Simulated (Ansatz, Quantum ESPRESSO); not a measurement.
## TiTe2 (Fm-3m): zone-centre phonons

Aim: the zone-centre modes of TiTe2 (Fm-3m).

Main program and level: Quantum ESPRESSO 7.5; DFT LDA, scalar-relativistic, plane waves, GBRV ultrasoft pseudopotentials.

The structure was built from a prototype and need not be the compound's stable phase.

### 1. Set-up

Symmetry: Fm-3m, No. 225, cubic system. The conventional cell has a = 6.696 Å, b = 6.696 Å, c = 6.696 Å, α = 90.00°, β = 90.00°, γ = 90.00°. Nearest to Ti lie 8 Te at 2.90 Å. Te has 4 Ti at 2.90 Å nearest. Farther neighbours and most contacts between anions are not listed.

### 2. A probe with smearing

Before anything dear is run, a loose run with smearing shows whether this is a metal and how far the cell is from rest.

Contents of probe.in:

```
&CONTROL
  calculation = 'scf'
  prefix      = 'x'
  outdir      = './tmp'
  pseudo_dir  = './pseudo'
  tprnfor     = .true.
  tstress     = .true.
  verbosity   = 'high'
/
&SYSTEM
  ibrav       = 2
  celldm(1)   = 12.65360613
  nat         = 3
  ntyp        = 2
  ecutwfc     = 40.0
  ecutrho     = 240.0
  occupations = 'smearing'
  smearing    = 'gaussian'
  degauss     = 0.01
/
&ELECTRONS
  conv_thr         = 1.0d-07
  mixing_beta      = 0.7
  electron_maxstep = 100
/
ATOMIC_SPECIES
 Ti     47.8670  Ti.upf
 Te    127.6000  Te.upf
ATOMIC_POSITIONS crystal
 Ti     0.000000000   0.000000000   0.000000000
 Te     0.750000000   0.750000000   0.750000000
 Te     0.250000000   0.250000000   0.250000000
K_POINTS automatic
 6 6 6 0 0 0
```

On the command line:

```sh
> OMP_NUM_THREADS=1 mpirun -n 4 pw.x -nk 4 -in probe.in > probe.out
```

Log:

```text
[banners, grids, parts of the stress and lines that vanish by symmetry left out]
Program PWSCF v.7.5
     bravais-lattice index     =            2
     lattice parameter (alat)  =      12.6536  a.u.
[...]
kinetic-energy cutoff     =      40.0000  Ry
     charge density cutoff     =     240.0000  Ry
     scf convergence threshold =      1.0E-07
[...]
Exchange-correlation= SLA  PZ   NOGX NOGC
                           (   1   1   0   0   0   0   0)
[...]
48 Sym. Ops., with inversion, found
[...]
(     0          1          0      )
                  (     0          0          1      )
[...]
(  0.0000000  1.0000000  0.0000000 )
                  (  0.0000000  0.0000000  1.0000000 )
[...]
(     1          0         -1      )
                  (     0          0         -1      )
[...]
(     0          1         -1      )
                  (     0          1          0      )
[...]
( -1.0000000  0.0000000  0.0000000 )
                  (  0.0000000  1.0000000  0.0000000 )
[...]
number of k points=    16  Gaussian smearing, width (Ry)=  0.0100
[...]
End of self-consistent calculation
[...]
the Fermi energy is     9.2400 ev
!    total energy              =    -172.39578722 Ry
[...]
convergence has been achieved in   7 iterations
[...]
atom    1 type  1   force =     0.00000000    0.00000000   -0.00000000
     atom    2 type  2   force =    -0.00000000   -0.00000000    0.00000000
     atom    3 type  2   force =     0.00000000    0.00000000   -0.00000000
[...]
Total force =     0.000000     Total SCF correction =     0.000000
[...]
total   stress  (Ry/bohr**3)                   (kbar)     P=        6.06
[...]
XML data file, charge density, pseudopotentials, collected wavefunctions

   JOB DONE.
```

Run time: 3.5 s. Hardware: 4 MPI ranks of Arm Neoverse V2, shared host.

Numbers from this step:

| Property | Result |
| --- | --- |
| volume per atom | 25.02 Å³ |
| pressure | 0.606 GPa |
| gap on the k-mesh | 0 eV |

No gap opens on this mesh, so smearing is kept; the start stands at 0.61 GPa.

### 3. Relaxation

The harmonic expansion starts where the forces on the atoms vanish, and stress shifts the frequencies, so cell and atoms are relaxed with tight thresholds.

Contents of relax.in:

```
&CONTROL
  calculation   = 'vc-relax'
  prefix        = 'x'
  outdir        = './tmp'
  pseudo_dir    = './pseudo'
  tprnfor       = .true.
  tstress       = .true.
  forc_conv_thr = 2.0d-05
  etot_conv_thr = 1.0d-07
  nstep         = 40
/
&SYSTEM
  ibrav       = 2
  celldm(1)   = 12.65360613
  nat         = 3
  ntyp        = 2
  ecutwfc     = 40.0
  ecutrho     = 240.0
  occupations = 'smearing'
  smearing    = 'mv'
  degauss     = 0.02
/
&ELECTRONS
  conv_thr         = 1.0d-11
  mixing_beta      = 0.7
  electron_maxstep = 100
/
&IONS
/
&CELL
  press_conv_thr = 0.2
/
ATOMIC_SPECIES
 Ti     47.8670  Ti.upf
 Te    127.6000  Te.upf
ATOMIC_POSITIONS crystal
 Ti     0.000000000   0.000000000   0.000000000
 Te     0.750000000   0.750000000   0.750000000
 Te     0.250000000   0.250000000   0.250000000
K_POINTS automatic
 8 8 8 0 0 0
```

On the command line:

```sh
> OMP_NUM_THREADS=1 mpirun -n 4 pw.x -nk 4 -in relax.in > relax.out
```

Log:

```text
[banners, grids, parts of the stress and lines that vanish by symmetry left out]
[banner, memory and clock lines left out]
Program PWSCF v.7.5

[...]
kinetic-energy cutoff     =      40.0000  Ry
     charge density cutoff     =     240.0000  Ry
     scf convergence threshold =      1.0E-11
[...]
energy convergence thresh.=      1.0E-07
     force convergence thresh. =      2.0E-05
     press convergence thresh. =      2.0E-01
     Exchange-correlation= SLA  PZ   NOGX NOGC
                           (   1   1   0   0   0   0   0)
[...]
48 Sym. Ops., with inversion, found
[...]
number of k points=    29  Marzari-Vanderbilt smearing, width (Ry)=  0.0200
[...]
c_bands:  1 eigenvalues not converged
[...]
End of self-consistent calculation
[...]
the Fermi energy is     9.1809 ev
!    total energy              =    -172.39610613 Ry
[...]
convergence has been achieved in  15 iterations
[...]
atom    1 type  1   force =     0.00000000    0.00000000    0.00000000
     atom    2 type  2   force =     0.00000000    0.00000000    0.00000000
     atom    3 type  2   force =     0.00000000    0.00000000    0.00000000
     Total force =     0.000000     Total SCF correction =     0.000000
[...]
total   stress  (Ry/bohr**3)                   (kbar)     P=       10.85
[...]
number of bfgs steps    =   0
[...]
CELL_PARAMETERS (alat= 12.65360613)
[...]
ATOMIC_POSITIONS (crystal)
Ti               0.0000000000        0.0000000000        0.0000000000
Te               0.7500000000        0.7500000000        0.7500000000
Te               0.2500000000        0.2500000000        0.2500000000
[...]
New effective cutoffs (rho, wfc):  238.78   39.84
[...]
End of self-consistent calculation
[...]
the Fermi energy is     9.1030 ev
!    total energy              =    -172.39627379 Ry
[...]
convergence has been achieved in   9 iterations
[...]
atom    1 type  1   force =    -0.00000000   -0.00000000   -0.00000000
     atom    2 type  2   force =    -0.00000000   -0.00000000    0.00000000
     atom    3 type  2   force =     0.00000000    0.00000000   -0.00000000
     Total force =     0.000000     Total SCF correction =     0.000000
[...]
total   stress  (Ry/bohr**3)                   (kbar)     P=        6.53
[...]
number of bfgs steps    =   1
[...]
CELL_PARAMETERS (alat= 12.65360613)
[...]
ATOMIC_POSITIONS (crystal)
Ti               0.0000000000       -0.0000000000        0.0000000000
[...]
New effective cutoffs (rho, wfc):  237.82   39.68
[...]
End of self-consistent calculation
[...]
the Fermi energy is     9.0178 ev
!    total energy              =    -172.39636241 Ry
[...]
convergence has been achieved in  11 iterations
[...]
atom    1 type  1   force =    -0.00000000   -0.00000000   -0.00000000
     atom    2 type  2   force =    -0.00000000    0.00000000    0.00000000
     atom    3 type  2   force =     0.00000000   -0.00000000   -0.00000000
     Total force =     0.000000     Total SCF correction =     0.000000
[...]
total   stress  (Ry/bohr**3)                   (kbar)     P=        1.91
[...]
number of bfgs steps    =   2
[...]
CELL_PARAMETERS (alat= 12.65360613)
[...]
ATOMIC_POSITIONS (crystal)
[...]
New effective cutoffs (rho, wfc):  237.42   39.62
[...]
End of self-consistent calculation
[...]
the Fermi energy is     8.9827 ev
!    total energy              =    -172.39637084 Ry
[...]
convergence has been achieved in  11 iterations
[...]
atom    1 type  1   force =     0.00000000    0.00000000   -0.00000000
     atom    2 type  2   force =     0.00000000    0.00000000    0.00000000
     atom    3 type  2   force =     0.00000000   -0.00000000   -0.00000000
     Total force =     0.000000     Total SCF correction =     0.000000
[...]
total   stress  (Ry/bohr**3)                   (kbar)     P=        0.03
[...]
number of bfgs steps    =   3
[...]
small trust_radius: resetting bfgs history
[...]
CELL_PARAMETERS (alat= 12.65360613)
[...]
ATOMIC_POSITIONS (crystal)
[...]
New effective cutoffs (rho, wfc):  237.42   39.62
[...]
End of self-consistent calculation
[...]
the Fermi energy is     8.9825 ev
!    total energy              =    -172.39637084 Ry
[...]
convergence has been achieved in   5 iterations
[...]
atom    1 type  1   force =     0.00000000    0.00000000    0.00000000
     atom    2 type  2   force =     0.00000000    0.00000000    0.00000000
     atom    3 type  2   force =     0.00000000    0.00000000    0.00000000
     Total force =     0.000000     Total SCF correction =     0.000000
[...]
total   stress  (Ry/bohr**3)                   (kbar)     P=        0.02
[...]
bfgs converged in   5 scf cycles and   4 bfgs steps
[...]
End of BFGS Geometry Optimization
     Final enthalpy           =    -172.3963708445 Ry
     File ./tmp/x.bfgs deleted, as requested
[...]
CELL_PARAMETERS (alat= 12.65360613)
[...]
ATOMIC_POSITIONS (crystal)
[...]
Te               0.7500000000        0.7500000000        0.7500000000
Te               0.2500000000        0.2500000000        0.2500000000
[...]
Final scf calculation at the relaxed structure.
[...]
kinetic-energy cutoff     =      40.0000  Ry
     charge density cutoff     =     240.0000  Ry
     scf convergence threshold =      1.0E-13
[...]
press convergence thresh. =      2.0E-01
     Exchange-correlation= SLA  PZ   NOGX NOGC
                           (   1   1   0   0   0   0   0)
[...]
48 Sym. Ops., with inversion, found
[...]
number of k points=    29  Marzari-Vanderbilt smearing, width (Ry)=  0.0200
[...]
c_bands:  1 eigenvalues not converged
     c_bands:  1 eigenvalues not converged
     c_bands:  1 eigenvalues not converged
[...]
End of self-consistent calculation
[...]
the Fermi energy is     8.9825 ev
!    total energy              =    -172.39637508 Ry
[...]
convergence has been achieved in  16 iterations
[...]
atom    1 type  1   force =     0.00000000    0.00000000    0.00000000
     atom    2 type  2   force =     0.00000000    0.00000000   -0.00000000
     atom    3 type  2   force =     0.00000000    0.00000000   -0.00000000
     Total force =     0.000000     Total SCF correction =     0.000000
[...]
total   stress  (Ry/bohr**3)                   (kbar)     P=        0.02
[...]
XML data file, charge density, pseudopotentials, collected wavefunctions
```

It took 39 s on 4 MPI ranks; 2.6 min of CPU time.

The steps of the relaxation:

| step | energy less that of the first step (eV) | largest force (eV/Å) | pressure (GPa) | volume (Å³) |
| --- | --- | --- | --- | --- |
| 1 | 0.0000 | 0.0000 | 1.08 | 75.06 |
| 2 | -0.0023 | 0.0000 | 0.65 | 75.47 |
| 3 | -0.0035 | 0.0000 | 0.19 | 75.93 |
| 4 | -0.0036 | 0.0000 | 0.00 | 76.12 |
| 5 | -0.0036 | 0.0000 | 0.00 | 76.12 |
| 6 | -0.0037 | 0.0000 | 0.00 | 76.12 |

| conventional cell, symmetrised | before | after | change |
| --- | --- | --- | --- |
| a (Å) | 6.696 | 6.728 | +0.5 % |
| b (Å) | 6.696 | 6.728 | +0.5 % |
| c (Å) | 6.696 | 6.728 | +0.5 % |
| volume (Å³/atom) | 25.02 | 25.37 | +1.4 % |

The relaxed structure:

```xyz
3
Lattice="-3.3638 0.0000 3.3638 0.0000 3.3638 3.3638 -3.3638 3.3638 0.0000" Properties=species:S:1:pos:R:3 pbc="T T T"
Ti    0.0000    0.0000    0.0000
Te   -5.0457    5.0457    5.0457
Te   -1.6819    1.6819    1.6819
```

The last row of the table of steps is pw.x's closing run on a basis chosen anew for the final cell, so its energy can jump.

This step gave:

```
volume per atom : 25.37 Å³
pressure        : 0.002 GPa
```

The volume changes by +1.4 % from the cell with which this run began.

### 4. Self-consistent run for the response

The response is built on this ground state, so it is converged far tighter than an energy would need. Smearing stays on, as the first look found no gap above 0.3 eV.

Contents of scf.in:

```
&CONTROL
  calculation = 'scf'
  prefix      = 'x'
  outdir      = './tmp'
  pseudo_dir  = './pseudo'
  tprnfor     = .true.
  tstress     = .true.
/
&SYSTEM
  ibrav       = 2
  celldm(1)   = 12.71328281
  nat         = 3
  ntyp        = 2
  ecutwfc     = 40.0
  ecutrho     = 240.0
  occupations = 'smearing'
  smearing    = 'mv'
  degauss     = 0.02
/
&ELECTRONS
  conv_thr         = 1.0d-12
  mixing_beta      = 0.7
  electron_maxstep = 100
/
ATOMIC_SPECIES
 Ti     47.8670  Ti.upf
 Te    127.6000  Te.upf
ATOMIC_POSITIONS crystal
 Ti     0.000000000   0.000000000   0.000000000
 Te     0.750000000   0.750000000   0.750000000
 Te     0.250000000   0.250000000   0.250000000
K_POINTS automatic
 8 8 8 0 0 0
```

On the command line:

```sh
> OMP_NUM_THREADS=1 mpirun -n 4 pw.x -nk 4 -in scf.in > scf.out
```

Log:

```text
[banners, grids, parts of the stress and lines that vanish by symmetry left out]
[banner, memory and clock lines left out]
Program PWSCF v.7.5

[...]
kinetic-energy cutoff     =      40.0000  Ry
     charge density cutoff     =     240.0000  Ry
     scf convergence threshold =      1.0E-12
[...]
Exchange-correlation= SLA  PZ   NOGX NOGC
                           (   1   1   0   0   0   0   0)
[...]
48 Sym. Ops., with inversion, found
[...]
number of k points=    29  Marzari-Vanderbilt smearing, width (Ry)=  0.0200
[...]
End of self-consistent calculation
[...]
the Fermi energy is     8.9825 ev
!    total energy              =    -172.39637508 Ry
[...]
convergence has been achieved in  17 iterations
[...]
atom    1 type  1   force =    -0.00000000   -0.00000000    0.00000000
     atom    2 type  2   force =     0.00000000    0.00000000    0.00000000
     atom    3 type  2   force =     0.00000000    0.00000000    0.00000000
     Total force =     0.000000     Total SCF correction =     0.000000
[...]
total   stress  (Ry/bohr**3)                   (kbar)     P=        0.01
[...]
XML data file, charge density, pseudopotentials, collected wavefunctions
```

Run time: 9.9 s. Hardware: 4 MPI ranks.

Read from the output:

- pressure: 0.001 GPa

The cell stands at 0.001 GPa, close enough for phonons.

(Continued in part 2 of 3.)

[Host names and launcher messages were left out of these logs when they were recorded.]

[Logs are printed without paths, hosts, clocks, repeated set-up lines and the standing remarks that a program may print on its own settings, such as how far it seeks lower states.]

[Hosts, paths, dates, database ids (printed as entryN), source tags and the programs' standing remarks are cut or masked in the printed files.]
